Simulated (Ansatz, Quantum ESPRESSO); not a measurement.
**H4BrN (P-43m): modes at Γ and the response to a field**

Which modes does H4BrN (P-43m) have at the zone centre?

Program: Quantum ESPRESSO 7.5. Level of theory: DFT LDA, scalar-relativistic, plane waves, JTH PAW pseudopotentials. Results are calculated unless marked as measured.

**1. The structure**

The structure is cubic, space group P-43m (No. 215). Conventional cell: a = 4.000 Å, b = 4.000 Å, c = 4.000 Å, α = 90.00°, β = 90.00°, γ = 90.00°. H has 1 N at 1.03 Å nearest. Br has 4 H at 2.44 Å nearest. Nearest to N lie 4 H at 1.03 Å. Farther neighbours and most contacts between anions are not listed.

**2. A first look**

Before anything dear is run, a loose run with smearing shows whether this is a metal and how far the cell is from rest.

probe.in reads:

```
&CONTROL
  calculation = 'scf'
  prefix      = 'x'
  outdir      = './tmp'
  pseudo_dir  = './pseudo'
  tprnfor     = .true.
  tstress     = .true.
  verbosity   = 'high'
/
&SYSTEM
  ibrav       = 1
  celldm(1)   = 7.5589045
  nat         = 6
  ntyp        = 3
  ecutwfc     = 50.0
  ecutrho     = 250.0
  occupations = 'smearing'
  smearing    = 'gaussian'
  degauss     = 0.01
/
&ELECTRONS
  conv_thr         = 1.0d-07
  mixing_beta      = 0.7
  electron_maxstep = 100
/
ATOMIC_SPECIES
 H       1.0080  H.upf
 Br     79.9040  Br.upf
 N      14.0070  N.upf
ATOMIC_POSITIONS crystal
 H      0.148000000   0.148000000   0.148000000
 H      0.148000000   0.852000000   0.852000000
 H      0.852000000   0.852000000   0.148000000
 H      0.852000000   0.148000000   0.852000000
 Br     0.500000000   0.500000000   0.500000000
 N      0.000000000   0.000000000   0.000000000
K_POINTS automatic
 4 4 4 0 0 0
```

Launch:

```console
$ OMP_NUM_THREADS=1 mpirun -n 4 pw.x -nk 4 -in probe.in > probe.out
```

What it wrote:

```text
[banners, grids, parts of the stress and lines that vanish by symmetry left out]
Program PWSCF v.7.5
     file H.upf: wavefunction(s)  1S 0S 0P renormalized
     file Br.upf: wavefunction(s)  4S 0S 4P 0P renormalized
[...]
kinetic-energy cutoff     =      50.0000  Ry
     charge density cutoff     =     250.0000  Ry
     scf convergence threshold =      1.0E-07
[...]
Exchange-correlation= SLA PW NOGX NOGC
                           (   1   4   0   0   0   0   0)
[...]
24 Sym. Ops. (no inversion) found
[...]
(     0          1          0      )
                  (     0          0          1      )
[...]
(  0.0000000  1.0000000  0.0000000 )
                  (  0.0000000  0.0000000  1.0000000 )
[...]
(     0         -1          0      )
                  (     0          0          1      )
[...]
number of k points=    10  Gaussian smearing, width (Ry)=  0.0100
[...]
End of self-consistent calculation
[...]
the Fermi energy is     2.8231 ev
!    total energy              =    -229.96462028 Ry
[...]
convergence has been achieved in   7 iterations
[...]
atom    1 type  1   force =     0.02081627    0.02081627    0.02081627
     atom    2 type  1   force =     0.02081627   -0.02081627   -0.02081627
     atom    3 type  1   force =    -0.02081627   -0.02081627    0.02081627
     atom    4 type  1   force =    -0.02081627    0.02081627   -0.02081627
     atom    5 type  2   force =     0.00000000    0.00000000    0.00000000
     atom    6 type  3   force =     0.00000000    0.00000000    0.00000000
[...]
Total force =     0.072110     Total SCF correction =     0.000119
[...]
total   stress  (Ry/bohr**3)                   (kbar)     P=       10.40
[...]
XML data file, charge density, pseudopotentials, collected wavefunctions

   JOB DONE.
```

Elapsed: 2.4 s, on 4 MPI ranks of Arm Neoverse V2, shared host; 9 s of CPU time.

This step gave:

- volume per atom: 10.67 Å³
- pressure: 1.04 GPa
- gap on the k-mesh: 3.931 eV

A gap of 3.9 eV opens on this mesh, so the crystal is taken as an insulator; the start stands at 1.0 GPa.

**3. Relaxation**

The harmonic expansion starts where the forces on the atoms vanish, and stress shifts the frequencies, so cell and atoms are relaxed with tight thresholds.

relax.in reads:

```
&CONTROL
  calculation   = 'vc-relax'
  prefix        = 'x'
  outdir        = './tmp'
  pseudo_dir    = './pseudo'
  tprnfor       = .true.
  tstress       = .true.
  forc_conv_thr = 2.0d-05
  etot_conv_thr = 1.0d-07
  nstep         = 40
/
&SYSTEM
  ibrav       = 1
  celldm(1)   = 7.5589045
  nat         = 6
  ntyp        = 3
  ecutwfc     = 50.0
  ecutrho     = 250.0
  occupations = 'fixed'
  nbnd        = 10
/
&ELECTRONS
  conv_thr         = 1.0d-11
  mixing_beta      = 0.7
  electron_maxstep = 100
/
&IONS
/
&CELL
  press_conv_thr = 0.1
/
ATOMIC_SPECIES
 H       1.0080  H.upf
 Br     79.9040  Br.upf
 N      14.0070  N.upf
ATOMIC_POSITIONS crystal
 H      0.148000000   0.148000000   0.148000000
 H      0.148000000   0.852000000   0.852000000
 H      0.852000000   0.852000000   0.148000000
 H      0.852000000   0.148000000   0.852000000
 Br     0.500000000   0.500000000   0.500000000
 N      0.000000000   0.000000000   0.000000000
K_POINTS automatic
 6 6 6 0 0 0
```

Launch:

```console
$ OMP_NUM_THREADS=1 mpirun -n 4 pw.x -nk 4 -in relax.in > relax.out
```

What it wrote:

```text
[banners, grids, parts of the stress and lines that vanish by symmetry left out]
[banner, memory and clock lines left out]
Program PWSCF v.7.5

[...]
kinetic-energy cutoff     =      50.0000  Ry
     charge density cutoff     =     250.0000  Ry
     scf convergence threshold =      1.0E-11
[...]
energy convergence thresh.=      1.0E-07
     force convergence thresh. =      2.0E-05
     press convergence thresh. =      1.0E-01
     Exchange-correlation= SLA PW NOGX NOGC
                           (   1   4   0   0   0   0   0)
[...]
24 Sym. Ops. (no inversion) found
[...]
number of k points=    20
[...]
End of self-consistent calculation
[...]
highest occupied, lowest unoccupied level (ev):     0.8853    4.8195
!    total energy              =    -229.96489793 Ry
[...]
convergence has been achieved in  11 iterations
[...]
atom    1 type  1   force =     0.02076795    0.02076795    0.02076795
     atom    2 type  1   force =     0.02076795   -0.02076795   -0.02076795
     atom    3 type  1   force =    -0.02076795   -0.02076795    0.02076795
     atom    4 type  1   force =    -0.02076795    0.02076795   -0.02076795
     atom    5 type  2   force =     0.00000000    0.00000000    0.00000000
     atom    6 type  3   force =     0.00000000    0.00000000    0.00000000
     Total force =     0.071942     Total SCF correction =     0.000000
[...]
total   stress  (Ry/bohr**3)                   (kbar)     P=       10.21
[...]
number of bfgs steps    =   0
[...]
CELL_PARAMETERS (alat=  7.55890450)
[...]
ATOMIC_POSITIONS (crystal)
H                0.1507474814        0.1507474814        0.1507474814
H                0.1507474814        0.8492525186        0.8492525186
H                0.8492525186        0.8492525186        0.1507474814
H                0.8492525186        0.1507474814        0.8492525186
[...]
New effective cutoffs (rho, wfc):  248.57   49.82
[...]
End of self-consistent calculation
[...]
highest occupied, lowest unoccupied level (ev):     0.8007    4.7034
!    total energy              =    -229.96779692 Ry
[...]
convergence has been achieved in  10 iterations
[...]
atom    1 type  1   force =     0.00335966    0.00335966    0.00335966
     atom    2 type  1   force =     0.00335966   -0.00335966   -0.00335966
     atom    3 type  1   force =    -0.00335966   -0.00335966    0.00335966
     atom    4 type  1   force =    -0.00335966    0.00335966   -0.00335966
     atom    5 type  2   force =     0.00000000    0.00000000    0.00000000
     atom    6 type  3   force =     0.00000000    0.00000000    0.00000000
     Total force =     0.011638     Total SCF correction =     0.000001
[...]
total   stress  (Ry/bohr**3)                   (kbar)     P=      -17.71
[...]
number of bfgs steps    =   1
[...]
CELL_PARAMETERS (alat=  7.55890450)
[...]
ATOMIC_POSITIONS (crystal)
[...]
New effective cutoffs (rho, wfc):  250.14   50.14
[...]
End of self-consistent calculation
[...]
highest occupied, lowest unoccupied level (ev):     0.8559    4.7983
!    total energy              =    -229.96849100 Ry
[...]
convergence has been achieved in   8 iterations
[...]
atom    1 type  1   force =     0.00141058    0.00141058    0.00141058
     atom    2 type  1   force =     0.00141058   -0.00141058   -0.00141058
[...]
convergence has been achieved in   9 iterations
[...]
Total force =     0.000819     Total SCF correction =     0.000000
[...]
total   stress  (Ry/bohr**3)                   (kbar)     P=       -5.39
[...]
number of bfgs steps    =   5
[...]
New effective cutoffs (rho, wfc):  265.11   53.14
[...]
highest occupied, lowest unoccupied level (ev):     1.4516    5.8095
!    total energy              =    -229.97126204 Ry
[...]
convergence has been achieved in   8 iterations
[...]
Total force =     0.000214     Total SCF correction =     0.000000
[...]
total   stress  (Ry/bohr**3)                   (kbar)     P=        0.43
[...]
number of bfgs steps    =   6
[...]
New effective cutoffs (rho, wfc):  264.79   53.08
[...]
highest occupied, lowest unoccupied level (ev):     1.4387    5.7873
!    total energy              =    -229.97126332 Ry
[...]
convergence has been achieved in   8 iterations
[...]
Total force =     0.000110     Total SCF correction =     0.000000
[...]
total   stress  (Ry/bohr**3)                   (kbar)     P=       -0.07
[...]
number of bfgs steps    =   7
[...]
small trust_radius: resetting bfgs history
[...]
CELL_PARAMETERS (alat=  7.55890450)
[...]
ATOMIC_POSITIONS (crystal)
[...]
New effective cutoffs (rho, wfc):  264.80   53.08
[...]
End of self-consistent calculation
[...]
highest occupied, lowest unoccupied level (ev):     1.4391    5.7878
!    total energy              =    -229.97126333 Ry
[...]
convergence has been achieved in   6 iterations
[...]
atom    5 type  2   force =     0.00000000    0.00000000    0.00000000
     atom    6 type  3   force =     0.00000000    0.00000000    0.00000000
     Total force =     0.000002     Total SCF correction =     0.000000
[...]
total   stress  (Ry/bohr**3)                   (kbar)     P=       -0.01
[...]
bfgs converged in   9 scf cycles and   8 bfgs steps
[...]
End of BFGS Geometry Optimization
     Final enthalpy           =    -229.9712633259 Ry
     File ./tmp/x.bfgs deleted, as requested
[...]
CELL_PARAMETERS (alat=  7.55890450)
[...]
ATOMIC_POSITIONS (crystal)
[...]
Br               0.5000000000        0.5000000000        0.5000000000
N                0.0000000000        0.0000000000        0.0000000000
[...]
Final scf calculation at the relaxed structure.
[...]
kinetic-energy cutoff     =      50.0000  Ry
     charge density cutoff     =     250.0000  Ry
     scf convergence threshold =      1.6E-13
[...]
press convergence thresh. =      1.0E-01
     Exchange-correlation= SLA PW NOGX NOGC
                           (   1   4   0   0   0   0   0)
[...]
24 Sym. Ops. (no inversion) found
[...]
number of k points=    20
[...]
c_bands:  1 eigenvalues not converged
     c_bands:  1 eigenvalues not converged
     c_bands:  1 eigenvalues not converged
[...]
End of self-consistent calculation
[...]
highest occupied, lowest unoccupied level (ev):     1.4391    5.7877
!    total energy              =    -229.97108641 Ry
[...]
convergence has been achieved in  14 iterations
[...]
atom    1 type  1   force =    -0.00001230   -0.00001230   -0.00001230
     atom    2 type  1   force =    -0.00001230    0.00001230    0.00001230
     atom    3 type  1   force =     0.00001230    0.00001230   -0.00001230
     atom    4 type  1   force =     0.00001230   -0.00001230    0.00001230
     atom    5 type  2   force =     0.00000000    0.00000000    0.00000000
     atom    6 type  3   force =     0.00000000    0.00000000    0.00000000
     Total force =     0.000043     Total SCF correction =     0.000000
[...]
total   stress  (Ry/bohr**3)                   (kbar)     P=       -0.86
[...]
XML data file, charge density, pseudopotentials, collected wavefunctions
```

It took 22 s on 4 MPI ranks; 86 s of CPU time.

The steps of the relaxation:

```csv
step,energy less that of the first step (eV),largest force (eV/Å),pressure (GPa),volume (Å³)
1,0.0000,0.9249,1.02,64.00
2,-0.0394,0.1496,-1.77,64.33
3,-0.0489,0.0628,-1.89,63.73
4,-0.0602,0.0177,-1.76,62.83
5,-0.0735,0.0052,-1.36,61.49
6,-0.0850,0.0105,-0.54,59.52
7,-0.0866,0.0028,0.04,58.41
8,-0.0866,0.0014,-0.01,58.51
9,-0.0866,0.0000,0.00,58.51
10,-0.0842,0.0005,-0.09,58.51
```

```csv
"conventional cell, symmetrised",before,after,change
a (Å),4.000,3.882,-2.9 %
b (Å),4.000,3.882,-2.9 %
c (Å),4.000,3.882,-2.9 %
volume (Å³/atom),10.67,9.75,-8.6 %
```

The atoms that moved most (Å, as changes of fractional coordinates times the final cell):

```csv
atom,dx,dy,dz,length
H1,0.032,0.032,0.032,0.056
H2,0.032,-0.032,-0.032,0.056
H3,-0.032,-0.032,0.032,0.056
H4,-0.032,0.032,-0.032,0.056
```

The relaxed structure:

```cif
data_structure
_symmetry_space_group_name_H-M 'P 1'
_symmetry_Int_Tables_number 1
_cell_length_a 3.8822
_cell_length_b 3.8822
_cell_length_c 3.8822
_cell_angle_alpha 90.000
_cell_angle_beta 90.000
_cell_angle_gamma 90.000
_cell_volume 58.51
loop_
_atom_site_label
_atom_site_type_symbol
_atom_site_fract_x
_atom_site_fract_y
_atom_site_fract_z
_atom_site_occupancy
H1 H 0.15631 0.15631 0.15631 1
H2 H 0.15631 0.84369 0.84369 1
H3 H 0.84369 0.84369 0.15631 1
H4 H 0.84369 0.15631 0.84369 1
Br5 Br 0.50000 0.50000 0.50000 1
N6 N 0.00000 0.00000 0.00000 1
```

The last row of the table of steps is pw.x's closing run on a basis chosen anew for the final cell, so its energy can jump.

Read from the output:

- volume per atom: 9.752 Å³
- pressure: -0.08600 GPa
- gap on the k-mesh: 4.349 eV

The volume changes by -8.6 % from the cell with which this run began.

**4. Ground state**

The response is built on this ground state, so it is converged far tighter than an energy would need. With a gap, occupations are fixed, which also allows the response to an electric field.

scf.in reads:

```
&CONTROL
  calculation = 'scf'
  prefix      = 'x'
  outdir      = './tmp'
  pseudo_dir  = './pseudo'
  tprnfor     = .true.
  tstress     = .true.
/
&SYSTEM
  ibrav       = 1
  celldm(1)   = 7.33629115
  nat         = 6
  ntyp        = 3
  ecutwfc     = 50.0
  ecutrho     = 250.0
  occupations = 'fixed'
  nbnd        = 10
/
&ELECTRONS
  conv_thr         = 1.0d-12
  mixing_beta      = 0.7
  electron_maxstep = 100
/
ATOMIC_SPECIES
 H       1.0080  H.upf
 Br     79.9040  Br.upf
 N      14.0070  N.upf
ATOMIC_POSITIONS crystal
 H      0.156307123   0.156307123   0.156307123
 H      0.156307123   0.843692877   0.843692877
 H      0.843692877   0.843692877   0.156307123
 H      0.843692877   0.156307123   0.843692877
 Br     0.500000000   0.500000000   0.500000000
 N      0.000000000   0.000000000   0.000000000
K_POINTS automatic
 6 6 6 0 0 0
```

Launch:

```console
$ OMP_NUM_THREADS=1 mpirun -n 4 pw.x -nk 4 -in scf.in > scf.out
```

What it wrote:

```text
[banners, grids, parts of the stress and lines that vanish by symmetry left out]
[banner, memory and clock lines left out]
Program PWSCF v.7.5

[...]
kinetic-energy cutoff     =      50.0000  Ry
     charge density cutoff     =     250.0000  Ry
     scf convergence threshold =      1.0E-12
[...]
Exchange-correlation= SLA PW NOGX NOGC
                           (   1   4   0   0   0   0   0)
[...]
24 Sym. Ops. (no inversion) found
[...]
number of k points=    20
[...]
End of self-consistent calculation
[...]
highest occupied, lowest unoccupied level (ev):     1.4391    5.7877
!    total energy              =    -229.97108641 Ry
[...]
convergence has been achieved in  13 iterations
[...]
atom    1 type  1   force =    -0.00001234   -0.00001234   -0.00001234
     atom    2 type  1   force =    -0.00001234    0.00001234    0.00001234
     atom    3 type  1   force =     0.00001234    0.00001234   -0.00001234
     atom    4 type  1   force =     0.00001234   -0.00001234    0.00001234
     atom    5 type  2   force =     0.00000000    0.00000000    0.00000000
     atom    6 type  3   force =     0.00000000    0.00000000    0.00000000
     Total force =     0.000043     Total SCF correction =     0.000000
[...]
total   stress  (Ry/bohr**3)                   (kbar)     P=       -0.86
[...]
XML data file, charge density, pseudopotentials, collected wavefunctions
```

Run time: 3.8 s. Hardware: 4 MPI ranks.

The cell stands at -0.086 GPa, close enough for phonons.

(Part 1 of 3 ends here.)

[Host names and launcher messages were left out of these logs when they were recorded.]

[Logs are printed without paths, hosts, clocks, repeated set-up lines and the standing remarks that a program may print on its own settings, such as how far it seeks lower states.]

[Hosts, paths, dates, database ids (printed as entryN), source tags and the programs' standing remarks are cut or masked in the printed files.]
